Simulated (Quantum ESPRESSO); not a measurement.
## Ba2Cu3Cl2O4: spin-resolved density of states

Wanted: the exchange-split electronic structure of Ba2Cu3Cl2O4.

Program: Quantum ESPRESSO 7.5. Level of theory: LDA with U = 6 eV on Cu d (ortho-atomic projectors); plane waves with GBRV 1.5 LDA potentials, no spin-orbit coupling. Results are calculated unless marked as measured.

### Step 1. Starting point

It takes space group I4/mmm (No. 139, tetragonal). Conventional cell: a = 5.517 Å, b = 5.517 Å, c = 13.808 Å, α = 90.00°, β = 90.00°, γ = 90.00°. Nearest to Ba lie 4 O at 2.75 Å and 4 Cl at 3.15 Å. Nearest to Cu lie 4 O at 1.95 Å. Cu has 4 O at 1.95 Å nearest. Nearest to Cl lie 4 Ba at 3.15 Å. O has 3 Cu at 1.95 Å and 2 Ba at 2.75 Å nearest. Farther neighbours and most contacts between anions are not listed.

Coordinates:

```cif
data_structure
_symmetry_space_group_name_H-M 'P 1'
_symmetry_Int_Tables_number 1
_cell_length_a 7.9299
_cell_length_b 7.9299
_cell_length_c 7.9299
_cell_angle_alpha 139.287
_cell_angle_beta 139.287
_cell_angle_gamma 58.937
_cell_volume 210.14
loop_
_atom_site_label
_atom_site_type_symbol
_atom_site_fract_x
_atom_site_fract_y
_atom_site_fract_z
_atom_site_occupancy
Ba1 Ba 0.36000 0.36000 0.00000 1
Ba2 Ba 0.64000 0.64000 0.00000 1
Cu3 Cu 0.50000 0.00000 0.50000 1
Cu4 Cu 0.00000 0.50000 0.50000 1
Cu5 Cu 0.00000 0.00000 0.00000 1
Cl6 Cl 0.75000 0.25000 0.50000 1
Cl7 Cl 0.25000 0.75000 0.50000 1
O8 O 0.25000 0.25000 0.50000 1
O9 O 0.25000 0.75000 0.00000 1
O10 O 0.75000 0.75000 0.50000 1
O11 O 0.75000 0.25000 0.00000 1
```

The cell comes from the Crystallography Open Database.

### Step 2. Ground-state run

This state came out lowest in a comparison of starts that is told elsewhere.

pw.in reads:

```
&CONTROL
  calculation = 'scf'
  prefix = 'pwscf'
  outdir = './tmp'
  pseudo_dir = './pseudo'
  disk_io = 'low'
/
&SYSTEM
  ibrav = 0
  celldm(1) = 8
  nat = 11
  ntyp = 5
  ecutwfc = 40
  ecutrho = 280
  nbnd = 78
  occupations = 'smearing'
  smearing = 'fd'
  degauss = 0.00367493
  nspin = 2
  starting_magnetization(1) = 0
  starting_magnetization(2) = 0.0526
  starting_magnetization(3) = -0.0526
  starting_magnetization(4) = 0
  starting_magnetization(5) = 0
/
&ELECTRONS
  conv_thr = 2.2d-08
  electron_maxstep = 150
  mixing_beta = 0.3
/
ATOMIC_SPECIES
Ba    137.3270 ba_lda_v1.uspp.F.UPF
Cu1    63.5460 cu_lda_v1.2.uspp.F.UPF
Cu2    63.5460 cu_lda_v1.2.uspp.F.UPF
Cl     35.4500 cl_lda_v1.4.uspp.F.UPF
O      15.9990 o_lda_v1.2.uspp.F.UPF
CELL_PARAMETERS alat
  -0.6516011893475    0.6516011893475    1.6308336455520
   0.6516011893475   -0.6516011893475    1.6308336455520
   0.6516011893475    0.6516011893475   -1.6308336455520
ATOMIC_POSITIONS crystal
Ba      0.3600000000    0.3600000000    0.0000000000
Ba      0.6400000000    0.6400000000    0.0000000000
Cu1     0.5000000000    0.0000000000    0.5000000000
Cu2     0.0000000000    0.5000000000    0.5000000000
Cu1     0.0000000000    0.0000000000    0.0000000000
Cl      0.7500000000    0.2500000000    0.5000000000
Cl      0.2500000000    0.7500000000    0.5000000000
O       0.2500000000    0.2500000000    0.5000000000
O       0.2500000000    0.7500000000    0.0000000000
O       0.7500000000    0.7500000000    0.5000000000
O       0.7500000000    0.2500000000    0.0000000000
K_POINTS automatic
6 6 6 0 0 0
HUBBARD {ortho-atomic}
U Cu1-3d 6.0000
U Cu2-3d 6.0000
```

Command:

```bash
OMP_NUM_THREADS=1 mpirun -n 4 pw.x -nk 4 -in pw.in > pw.out
```

The log of the run:

```text
Program PWSCF v.7.5 starts

     Message from routine setup:
     using ibrav=0 with symmetry is DISCOURAGED, use correct ibrav instead

     K-points division:     npool     =       4
     Subspace diagonalization in iterative solution of the eigenvalue problem:

     bravais-lattice index     =            0
     lattice parameter (alat)  =       8.0000  a.u.
     unit-cell volume          =    1418.0886 (a.u.)^3
     number of atoms/cell      =           11
     number of atomic types    =            5
     number of electrons       =       115.00
     number of Kohn-Sham states=           78
     kinetic-energy cutoff     =      40.0000  Ry
     charge density cutoff     =     280.0000  Ry
     scf convergence threshold =      2.2E-08
     mixing beta               =       0.3000
     number of iterations used =            8  plain     mixing
     Exchange-correlation= SLA  PZ   NOGX NOGC
                           (   1   1   0   0   0   0   0)
     Hubbard projectors: ortho-atomic
     Hubbard parameters of DFT+U (Dudarev formulation) in eV:
     U(Cu1-3d) =  6.0000
     U(Cu2-3d) =  6.0000

     Internal variables: lda_plus_u =T, lda_plus_u_kind = 0

     Internal variables: orbital_resolved =F, hub_pot_fix =F, apply_U = F

     celldm(1)=   8.000000  celldm(2)=   0.000000  celldm(3)=   0.000000
     celldm(4)=   0.000000  celldm(5)=   0.000000  celldm(6)=   0.000000

     crystal axes: (cart. coord. in units of alat)
               a(1) = (  -0.651601   0.651601   1.630834 )
               a(2) = (   0.651601  -0.651601   1.630834 )
               a(3) = (   0.651601   0.651601  -1.630834 )

     reciprocal axes: (cart. coord. in units 2 pi/alat)
               b(1) = (  0.000000  0.767341  0.306592 )
               b(2) = (  0.767341  0.000000  0.306592 )
               b(3) = (  0.767341  0.767341  0.000000 )

     PseudoPot. # 1 for Ba read from file:
     ba_lda_v1.uspp.F.UPF
     Pseudo is Ultrasoft + core correction, Zval = 10.0

     PseudoPot. # 2 for Cu read from file:
     cu_lda_v1.2.uspp.F.UPF
     Pseudo is Ultrasoft + core correction, Zval = 19.0

     PseudoPot. # 3 for Cu read from file:
     cu_lda_v1.2.uspp.F.UPF
     Pseudo is Ultrasoft + core correction, Zval = 19.0

     PseudoPot. # 4 for Cl read from file:
     cl_lda_v1.4.uspp.F.UPF
     Pseudo is Ultrasoft + core correction, Zval =  7.0

     PseudoPot. # 5 for O  read from file:
     o_lda_v1.2.uspp.F.UPF
     Pseudo is Ultrasoft + core correction, Zval =  6.0

     atomic species   valence    mass     pseudopotential
     Ba               10.00   137.32700     Ba( 1.00)
     Cu1              19.00    63.54600     Cu( 1.00)
     Cu2              19.00    63.54600     Cu( 1.00)
     Cl                7.00    35.45000     Cl( 1.00)
     O                 6.00    15.99900     O ( 1.00)

     Starting magnetic structure
     atomic species   magnetization
     Ba              0.000
     Cu1             0.053
     Cu2            -0.053
     Cl              0.000
     O               0.000

      8 Sym. Ops., with inversion, found

   Cartesian axes

     site n.     atom                  positions (alat units)
         1        Ba     tau(   1) = (  -0.0000000  -0.0000000   1.1742002  )
         2        Ba     tau(   2) = (   0.0000000   0.0000000   2.0874671  )
         3        Cu1    tau(   3) = (   0.0000000   0.6516012   0.0000000  )
         4        Cu2    tau(   4) = (   0.6516012   0.0000000   0.0000000  )
         5        Cu1    tau(   5) = (   0.0000000   0.0000000   0.0000000  )
         6        Cl     tau(   6) = (   0.0000000   0.6516012   0.8154168  )
         7        Cl     tau(   7) = (   0.6516012   0.0000000   0.8154168  )
         8        O      tau(   8) = (   0.3258006   0.3258006   0.0000000  )
         9        O      tau(   9) = (   0.3258006  -0.3258006   1.6308336  )
        10        O      tau(  10) = (   0.3258006   0.3258006   1.6308336  )
        11        O      tau(  11) = (  -0.3258006   0.3258006   1.6308336  )

     number of k points=    46  Fermi-Dirac smearing, width (Ry)=  0.0037
                       cart. coord. in units 2pi/alat
        k(    1) = (   0.0000000   0.0000000   0.0000000), wk =   0.0046296
        k(    2) = (   0.1278901   0.1278901   0.0000000), wk =   0.0185185
        k(    3) = (   0.2557802   0.2557802   0.0000000), wk =   0.0185185
        k(    4) = (  -0.3836703  -0.3836703   0.0000000), wk =   0.0092593
        k(    5) = (   0.1278901   0.0000000   0.0510986), wk =   0.0185185
        [... 41 further k-points ...]

     Dense  grid:   112021 G-vectors     FFT dimensions: (  80,  80,  80)

     Smooth grid:    48469 G-vectors     FFT dimensions: (  64,  64,  64)

     Check: negative core charge=   -0.000002
     Generating pointlists ...
     new r_m :   0.2676 (alat units)  2.1407 (a.u.) for type    1
     new r_m :   0.1901 (alat units)  1.5205 (a.u.) for type    2
     new r_m :   0.1901 (alat units)  1.5205 (a.u.) for type    3
     new r_m :   0.3068 (alat units)  2.4547 (a.u.) for type    4
     new r_m :   0.1901 (alat units)  1.5205 (a.u.) for type    5

     Initial potential from superposition of free atoms

     starting charge     111.9746, renormalised to     115.0000

     negative rho (up, down):  1.156E-01 1.156E-01

     STARTING HUBBARD OCCUPATIONS:

     =================== HUBBARD OCCUPATIONS ===================
     ------------------------ ATOM    3 ------------------------
     Tr[ns(  3)] (up, down, total) =   5.00000  3.00000  8.00000
     Atomic magnetic moment for atom   3 =   2.00000
     [... lines left out ...]
     ------------------------ ATOM    4 ------------------------
     Tr[ns(  4)] (up, down, total) =   3.00000  5.00000  8.00000
     Atomic magnetic moment for atom   4 =  -2.00000
     [... lines left out ...]
     ------------------------ ATOM    5 ------------------------
     Tr[ns(  5)] (up, down, total) =   5.00000  3.00000  8.00000
     Atomic magnetic moment for atom   5 =   2.00000
     [... lines left out ...]
     Number of occupied Hubbard levels =   24.0000

     Atomic wfc used for Hubbard projectors are orthogonalized

     Starting wfcs are   89 randomized atomic wfcs

     Self-consistent Calculation

     iteration #  1     ecut=    40.00 Ry     beta= 0.30
     Davidson diagonalization with overlap
     ethr =  1.00E-02,  avg # of iterations =  4.4

     =================== HUBBARD OCCUPATIONS ===================
     ------------------------ ATOM    3 ------------------------
     Tr[ns(  3)] (up, down, total) =   4.90273  4.50156  9.40429
     Atomic magnetic moment for atom   3 =   0.40117
     [... lines left out ...]
     ------------------------ ATOM    4 ------------------------
     Tr[ns(  4)] (up, down, total) =   4.49797  4.90294  9.40091
     Atomic magnetic moment for atom   4 =  -0.40497
     [... lines left out ...]
     ------------------------ ATOM    5 ------------------------
     Tr[ns(  5)] (up, down, total) =   4.94165  4.60431  9.54596
     Atomic magnetic moment for atom   5 =   0.33735
     [... lines left out ...]
     Number of occupied Hubbard levels =   28.3512

     negative rho (up, down):  1.118E-01 1.118E-01

     total energy              =   -1546.51175338 Ry
     estimated scf accuracy    <       2.82428361 Ry

     total magnetization       =     0.48 Bohr mag/cell
     absolute magnetization    =     1.63 Bohr mag/cell

     iteration #  2     ecut=    40.00 Ry     beta= 0.30
     Davidson diagonalization with overlap
     ethr =  2.46E-03,  avg # of iterations =  3.6

     negative rho (up, down):  1.099E-01 1.100E-01

     total energy              =   -1547.34249126 Ry
     estimated scf accuracy    <       0.66425415 Ry

     total magnetization       =     0.72 Bohr mag/cell
     absolute magnetization    =     1.80 Bohr mag/cell

     [... further iterations left out ...]

     iteration # 16     ecut=    40.00 Ry     beta= 0.30
     Davidson diagonalization with overlap
     ethr =  1.38E-10,  avg # of iterations =  5.1

     negative rho (up, down):  1.042E-01 1.044E-01

     total energy              =   -1547.39662379 Ry
     estimated scf accuracy    <       0.00000007 Ry

     total magnetization       =     0.99 Bohr mag/cell
     absolute magnetization    =     2.41 Bohr mag/cell

     iteration # 17     ecut=    40.00 Ry     beta= 0.30
     Davidson diagonalization with overlap
     ethr =  6.09E-11,  avg # of iterations =  2.1

     negative rho (up, down):  1.042E-01 1.044E-01

     Magnetic moment per site  (integrated on atomic sphere of radius R)
     atom   1 (R=0.268)  charge=  6.6007  magn=  0.0046
     atom   2 (R=0.268)  charge=  6.6007  magn=  0.0046
     atom   3 (R=0.190)  charge= 16.4490  magn=  0.5535
     atom   4 (R=0.190)  charge= 16.4475  magn= -0.5581
     atom   5 (R=0.190)  charge= 16.4415  magn=  0.6488
     atom   6 (R=0.307)  charge=  6.7108  magn=  0.0001
     atom   7 (R=0.307)  charge=  6.7108  magn=  0.0001
     atom   8 (R=0.190)  charge=  5.3165  magn=  0.0790
     atom   9 (R=0.190)  charge=  5.3165  magn=  0.0790
     atom  10 (R=0.190)  charge=  5.3165  magn=  0.0790
     atom  11 (R=0.190)  charge=  5.3165  magn=  0.0790

     End of self-consistent calculation

     =================== HUBBARD OCCUPATIONS ===================
     ------------------------ ATOM    3 ------------------------
     Tr[ns(  3)] (up, down, total) =   4.90274  4.35638  9.25912
     Atomic magnetic moment for atom   3 =   0.54636
     [... lines left out ...]
     ------------------------ ATOM    4 ------------------------
     Tr[ns(  4)] (up, down, total) =   4.35326  4.90285  9.25611
     Atomic magnetic moment for atom   4 =  -0.54959
     [... lines left out ...]
     ------------------------ ATOM    5 ------------------------
     Tr[ns(  5)] (up, down, total) =   4.93059  4.30279  9.23338
     Atomic magnetic moment for atom   5 =   0.62780
     [... lines left out ...]
     Number of occupied Hubbard levels =   27.7486

     [... lines left out ...]
     the Fermi energy is     7.0421 ev

!    total energy              =   -1547.39662381 Ry
     estimated scf accuracy    <       0.00000002 Ry
     smearing contrib. (-TS)   =      -0.00019564 Ry
     internal energy E=F+TS    =   -1547.39642818 Ry

     The total energy is F=E-TS. E is the sum of the following terms:
     one-electron contribution =   -1681.34953395 Ry
     hartree contribution      =     889.03508991 Ry
     xc contribution           =    -217.83597387 Ry
     ewald contribution        =    -537.51322624 Ry
     Hubbard energy            =       0.26721599 Ry

     total magnetization       =     0.99 Bohr mag/cell
     absolute magnetization    =     2.41 Bohr mag/cell

     convergence has been achieved in  17 iterations

=------------------------------------------------------------------------------=
   JOB DONE.
=------------------------------------------------------------------------------=
```

It took 12 min on 4 MPI ranks of Intel Xeon Platinum 8259CL at 2.50GHz (Skylake/Cascade Lake), shared host; peak memory 2.1 GiB; 46 min of CPU time.

Spin moment in the atom's sphere by atom:

| atom | spin moment in the atom's sphere (μB) |
| --- | --- |
| Ba1 | 0.005 |
| Ba2 | 0.005 |
| Cu3 | 0.553 |
| Cu4 | -0.558 |
| Cu5 | 0.649 |
| Cl6 | 0.000 |
| Cl7 | 0.000 |
| O8 | 0.079 |
| O9 | 0.079 |
| O10 | 0.079 |
| O11 | 0.079 |

This step gave:

```yaml
smearing_term_ts: 0.002662 eV
magnetization: 0.993 μB
absolute_magnetization: 2.412 μB
final_state: ferrimagnetic
```

(Part 1 of 2 ends here.)

[Logs and program files are shortened in this print: banners, set-up blocks, solver, clock and traceback lines can be left out without a mark of their own.]

[Logs are printed without paths, hosts, clocks, repeated set-up lines and the standing remarks that a program may print on its own settings, such as how far it seeks lower states.]

[Hosts, paths, dates, database ids (printed as entryN), source tags and the programs' standing remarks are cut or masked in the printed files.]

[Where a cell is said to come from a database of computed structures, the database is the Materials Project.]
